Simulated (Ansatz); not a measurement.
**A failed many-body run on SiC (F-43m)**

What is wrong with this input for SiC (F-43m)?

Calculated with Ansatz 0.2.0; G0W0 on PBE, plane waves, PAW.

## (1) Set-up

The structure is cubic, space group F-43m (No. 216). The conventional cell has a = 4.358 Å, b = 4.358 Å, c = 4.358 Å, α = 90.00°, β = 90.00°, γ = 90.00°. Si has 4 C at 1.89 Å nearest. Nearest to C lie 4 Si at 1.89 Å. Farther neighbours are not listed.

The cell and positions come from the Crystallography Open Database and are kept as given unless a step says otherwise. The default PAW set here is soft_2. Its files were made with PBE.

## (2) First try

input.yaml

```yaml
crystal:
  lattice:
    - [0.0, 2.179, 2.179]
    - [2.179, 0.0, 2.179]
    - [2.179, 2.179, 0.0]
  atoms:
    - { symbol: Si, position: [0.0, 0.0, 0.0] }
    - { symbol: C, position: [0.25, 0.25, 0.25] }
kpoints:
  mp_grid: { grid: [2, 2, 2] }
hamiltonian:
  xc: pbe
scf:
  occupations: { method: fixed }
gw:
  n_empty_bands: 33
  ecut_chi: 80
  qp_bands: [v2, c2]
  qp_kpoints: band_edges
  screening: { model: contour_deformation }
```

Launch:

```sh
ansatz run input.yaml --threads 3 --pin off --max-ram 92160MiB --backend cuda --events-out ev --progress --plain --runs-dir out --devices 1 --max-vram 13GiB  # rebuilt from the run's record
```

Numbers of over 12 decimals in the logs are rounded to 6 here.

The program printed:

```text
GPUs: using 1 of 1 available (devices: 1).
Engine: ansatz 0.2.0, x86_64-unknown-linux-gnu
Pseudopotentials: kind: paw
Pseudopotential: Si, paw, valence charge 4, recommended cutoff 420 eV (normal), Si.paw.azcp
Pseudopotential: C, paw, valence charge 4, recommended cutoff 420 eV (normal), C.paw.azcp
Functional definition: PBE
  parameter kappa = 0.804
  parameter beta = 0.066725
  exchange = pbe_x(kappa = kappa, mu = beta*pi^2/3)
  correlation = pbe_c(beta = beta)
device memory: the entry about to start is reckoned to put 0.7 GiB on a device that reports 72.9 GiB free (of which the cap on the GPU budget leaves the run 13.0 GiB)
GPU FFT provider: cuFFT
GPU libraries: cuBLAS 13.8.2, cuFFT 12.4.0, cuSOLVER 12.3.4
Crystal: 2 atoms, lattice volume = 20.692 Å³
Basis set: ecut = 420 eV, 411 PW (Γ)
Bands: 8, of which v1, the nominal top of the filled ones, is band 4 counted from 1 (3 counted from 0)
Symmetry: 24 space group operations
Space group: F-43m (ITA 216), of the structure as read, at distance tolerance 2.7e-5 Å
k-points: 3 of 8
Non-local potential: Si, projectors of the file, l = 0: 2, l = 1: 2, l = 2: 2
Non-local potential: C, projectors of the file, l = 0: 2, l = 1: 2, l = 2: 1
PAW form: soft (Blöchl's): semilocal exchange-correlation on the pseudo side does not see the compensation charge
PAW one-centre angular grid: Si, 110 points (default); XC on 64 Gauss nodes
PAW one-centre angular grid: C, 110 points (default); XC on 64 Gauss nodes
Initial density: superposition of atomic densities (neutral atoms: chi_scale 0, normalization atom), corrected by the library's trained network
Initial wavefunctions: pseudopotential atomic-orbital guess
GPU buffer pool allocated for 13824 grid points (all kernels)
GPU transforms: local potential and band sums: pruned to the plane-wave sphere, on 24×24×24
Functional: x = pbe(κ = 0.804, μ = 0.219515), c = pbe(β = 0.066725)
SCF iter   1: F=—  HF=-884.749569 eV  |F-HF|=—  |Δ(HF+E_count)|=         —  Δρ=3.39e-2  dr2=2.92e-1  ethr=1.77e-3  ⟨swp⟩=4.3  Hψ=169  notcnv=0  defer=3
preconditioner: auto → none  [insulator: Δε(μ)=1.336 eV  Ē_g=13.365 eV  n_scr=0 (ndim 8)  ℏωp=23.1 eV  f_vac=0.000  ε∞_Penn≈4.0]
SCF iter   2: F=—  HF=-884.662393 eV  |F-HF|=—  |Δ(HF+E_count)|=   8.72e-2  Δρ=1.01e-2  dr2=1.47e-2  ethr=1.77e-3  ⟨swp⟩=2.7  Hψ=68  notcnv=0  defer=3
SCF iter   3: F=—  HF=-884.660341 eV  |F-HF|=—  |Δ(HF+E_count)|=   2.05e-3  Δρ=3.94e-3  dr2=2.30e-3  ethr=1.84e-4  ⟨swp⟩=3.0  Hψ=43  notcnv=0  defer=3
SCF iter   4: F=—  HF=-884.660776 eV  |F-HF|=—  |Δ(HF+E_count)|=   4.35e-4  Δρ=7.17e-4  dr2=7.10e-5  ethr=2.88e-5  ⟨swp⟩=3.0  Hψ=45  notcnv=0  defer=3
SCF iter   5: F=—  HF=-884.660817 eV  |F-HF|=—  |Δ(HF+E_count)|=   4.17e-5  Δρ=6.50e-5  dr2=5.75e-7  ethr=8.88e-7  ⟨swp⟩=3.0  Hψ=40  notcnv=0  defer=1
SCF iter   6: F=-884.660818 eV  HF=-884.660818 eV  |F-HF|=2.78e-9  |Δ(HF+E_count)|=   8.00e-7  Δρ=2.83e-6  dr2=1.29e-9  ethr=1.25e-9  ⟨swp⟩=4.0  Hψ=110  notcnv=0
SCF 1 converged in 6 iterations: F = -884.660818 eV  dr2 = 1.29e-9
[...]
device memory: the entry about to start is reckoned to put 1.0 GiB on a device that reports 72.9 GiB free (of which the cap on the GPU budget leaves the run 13.0 GiB)
NSCF: frozen V_eff on 3 k-points
[...]
device memory: the entry about to start is reckoned to put 0.9 GiB on a device that reports 72.8 GiB free (of which the cap on the GPU budget leaves the run 13.0 GiB)
NSCF: frozen V_eff on 3 k-points
G₀W₀ screening: q 1/3
[... further progress lines ...]
device memory: the entry about to start is reckoned to put 0.3 GiB on a device that reports 68.6 GiB free (of which the cap on the GPU budget leaves the run 13.0 GiB)
NSCF: frozen V_eff on 1 k-points
device memory: the entry about to start is reckoned to put 0.3 GiB on a device that reports 68.5 GiB free (of which the cap on the GPU budget leaves the run 13.0 GiB)
NSCF: frozen V_eff on 1 k-points
SCF converged after 6 iterations
Free energy (F): -884.660818 eV
Harris-Foulkes:  -884.660818 eV  (|F-HF|=2.78e-9)
Internal energy: -884.660818 eV  (E = F + TS)
E sigma→0 (E₀):  -884.660818 eV
Fermi energy:    10.023404 eV
--- Per-component energies (eV) ---
  E_band       = 34.274705
  E_kinetic    = 142.889510
  E_local      = -109.961573  (includes V_loc(G=0)·N_el)
  E_nonlocal   = 50.227548
  E_hartree    = 35.409886
  E_xc         = -105.559328
  E_vxc        = -109.495365  (∫ρ·V_xc dr)
  E_paw        = -612.883093  (= ΣΔE_a)
  E_vpaw       = -10.205039  (= ΣTr[D̂ρ^β])
  E_aug_tail   = 0.000012  (compensation charges beyond the density's cutoff)
  E_ewald      = -284.783780
  E_smearing   = -0.000000  (= −TS)
  E_closure    = 0.000000  (closes the sum)
  Σ components = -884.660818   (vs F -884.660818, Δ=0.00e0)
--- Band table (eV) ---
  k-point 0: bands = ["-5.6255", "10.0234", "10.0234", "10.0234", "16.1656", "16.8665", "16.8665", "16.8665"]
  k-point 1: bands = ["-1.9510", "1.1734", "8.9094", "8.9094", "15.1769", "16.7860", "16.7860", "19.8820"]
  k-point 2: bands = ["-0.4299", "1.9272", "6.6662", "6.6662", "10.9638", "13.9388", "23.8389", "23.8389"]
--- G₀W₀: contour deformation, 7 samples at zero and on the imaginary axis and 1 off it, 8 q-points, 33 empty bands' worth ---
  eigenvalues of the whole cell's RPA ε∞ on this k-mesh (on a slab, of 1 + 4πα/V) = 19.3324, 19.3324, 19.3324; static W/v taken at q = 0 is 0.051727
  gw.qp_kpoints: band_edges: 3 of 3 stored k-points solved, in 1 pass; an edge of the gap read off the rows below is read off those points alone
    ik  band        ε_KS         Σx   Σc(E_QP)       V_xc       Z   E_QP_lin       E_QP  E_QP is
     0     3     10.0234   -19.7309     3.8064   -15.7428  0.7927     9.8416     9.8418  root
     0     4     10.0234   -19.7309     3.8064   -15.7428  0.7927     9.8416     9.8418  root
     0     5     16.1656    -8.5733    -6.1399   -15.2761  0.7750    16.7346    16.7285  root
     0     6     16.8665    -7.3780    -5.7410   -13.7519  0.7839    17.4549    17.4993  root
     1     3      8.9094   -19.8180     3.9340   -15.6132  0.7906     8.6380     8.6387  root
     1     4      8.9094   -19.8180     3.9340   -15.6132  0.7906     8.6380     8.6387  root
     1     5     15.1769    -8.2532    -5.6410   -14.4420  0.8001    15.7276    15.7246  root
     1     6     16.7860    -6.1254    -5.7013   -12.3287  0.8037    17.2904    17.2880  root
     2     3      6.6662   -19.3458     4.1459   -14.7284  0.7898     6.1950     6.1948  root
     2     4      6.6662   -19.3458     4.1459   -14.7284  0.7898     6.1950     6.1948  root
     2     5     10.9638    -5.9256    -5.0677   -11.1163  0.8106    11.0869    11.0868  root
     2     6     13.9388    -6.4927    -5.2727   -12.1035  0.8189    14.2777    14.2768  root
```

The job ended after 11 s (1 × NVIDIA H100 80GB HBM3 (shared by 6 runs) with 3 threads of AMD EPYC 7R13 (Zen 3), shared host; peak memory 0.97 GiB; 2.9 s of CPU time).

Q: What is the fault?

The run ended normally, though the input holds a fault or crude settings.

The fault: G0W0 on a mesh far too coarse. So few points can't sample the density or the screening, and the band edges may lie elsewhere in the zone.

It printed a gap of 1.25 eV, which is an artefact of the settings.

## (3) A better input

G0W0 replaces the xc potential by the self-energy, built once from these orbitals. Only a window of levels is corrected, while the sums run over the empty bands that the input names.

input.yaml, the sections that differ from step 2:

```yaml
kpoints:
  mp_grid: { grid: [6, 6, 6] }
gw:
  n_empty_bands: 61
  ecut_chi: 120
  qp_bands: [v2, c2]
  qp_kpoints: band_edges
  screening: { model: contour_deformation }
# crystal, hamiltonian, scf: as in step 2
```

The program printed:

```text
GPUs: using 1 of 1 available (devices: 1).
[...]
GPU FFT provider: cuFFT
GPU libraries: cuBLAS 13.8.2, cuFFT 12.4.0, cuSOLVER 12.3.4
Crystal: 2 atoms, lattice volume = 20.692 Å³
Basis set: ecut = 420 eV, 411 PW (Γ)
Bands: 8, of which v1, the nominal top of the filled ones, is band 4 counted from 1 (3 counted from 0)
Symmetry: 24 space group operations
[...]
k-points: 16 of 216 (time reversal used)
[...]
GPU buffer pool allocated for 13824 grid points (all kernels)
[...]
SCF iter   1: F=—  HF=-887.146339 eV  |F-HF|=—  |Δ(HF+E_count)|=         —  Δρ=1.78e-3  dr2=5.83e-4  ethr=1.77e-3  ⟨swp⟩=4.1  Hψ=901  notcnv=0  defer=24
[...]
SCF iter   6: F=-887.146516 eV  HF=-887.146516 eV  |F-HF|=1.10e-11  |Δ(HF+E_count)|=   2.32e-9  Δρ=2.88e-7  dr2=1.11e-11  ethr=1.12e-11  ⟨swp⟩=3.4  Hψ=657  notcnv=0
SCF 1 converged in 6 iterations: F = -887.146516 eV  dr2 = 1.11e-11
[...]
0     3      9.4871   -18.3487     2.1403   -15.7263  0.7904     9.0035     9.0051  root
     0     4      9.4871   -18.3487     2.1403   -15.7263  0.7904     9.0035     9.0051  root
     0     5     15.6996    -9.6213    -5.1905   -15.4181  0.7824    16.3098    16.3059  root
     0     6     16.7903    -8.0579    -5.1374   -13.8556  0.7976    17.4547    17.4506  root
     1     3      9.1573   -18.3775     2.2155   -15.6509  0.7893     8.6444     8.6462  root
     1     4      9.1573   -18.3775     2.2155   -15.6509  0.7893     8.6444     8.6462  root
     1     5     15.8186    -8.8265    -5.0551   -14.4819  0.7935    16.4221    16.4189  root
     1     6     17.3075    -7.8659    -5.3208   -13.8664  0.7921    17.9917    17.9872  root
[...]
12     3      6.2987   -18.5907     3.0620   -14.7968  0.7706     5.5605     5.5668  root
    12     4      6.2987   -18.5907     3.0620   -14.7968  0.7706     5.5605     5.5668  root
    12     5     10.8405    -7.1389    -3.9404   -11.3461  0.8180    11.1077    11.1073  root
    12     6     13.8070    -7.4324    -4.4274   -12.3162  0.8203    14.2647    14.2634  root
[key lines of the parts left out:]
SCF converged after 6 iterations
Free energy (F): -887.146516 eV
Fermi energy:    9.487149 eV
```

Wall time 10 s (1 × NVIDIA H100 80GB HBM3 (shared by 6 runs) with 3 threads); peak memory 0.98 GiB.

Numbers from this step:

| Item | Value |
| --- | --- |
| bands summed | 65 |
| RPA ε∞ on this mesh (eigenvalues) | 7.148, 7.148, 7.148 |
| plane waves in the screening matrix | 59 |
| q-points in the mesh | 216 |
| G0W0 gap on the mesh | 2.102 eV |
| k of the valence top | 0, 0, 0 |
| k of the conduction bottom | 0, -0.5, -0.5 |
| starting gap on the mesh | 1.353 eV |
| Z at the valence top | 0.7904 |
| Z at the conduction bottom | 0.8180 |
| least direct G0W0 gap on the computed points | 5.541 eV |

The gap on the mesh goes from 1.35 eV to 2.10 eV, a correction of +0.75 eV. Between the two edge states, bare exchange in place of the xc potential would open the gap by 6.83 eV, and correlation takes back 6.08 eV.

## (4) Outcome

| Quantity | Value |
| --- | --- |
| first try | converged after 11 s |
| better run | G0W0 gap on the mesh 2.10 eV (6×6×6 mesh, 61 empty bands, screening to 120 eV) |

The second run differs in: mesh, empty bands and screening cutoff (eV). Bands and cutoff are finite, so the gap is not at the basis limit. The miss can reach some tenths of an eV and take either sign; the mesh is an error of its own.

[Paths, hosts, dates, memory and timing lines, banners, echoed tables and standing remarks are left out of the program output.]

[Logs are printed without paths, hosts, clocks, repeated set-up lines and the standing remarks that a program may print on its own settings, such as how far it seeks lower states.]

[Runs of the session that timed out or met a known fault of the program may be left out.]

[Cells called generated may have been cut or substituted from an entry of the Crystallography Open Database or the Materials Project.]

[Hosts, paths, dates, database ids (printed as entryN), source tags and the programs' standing remarks are cut or masked in the printed files.]
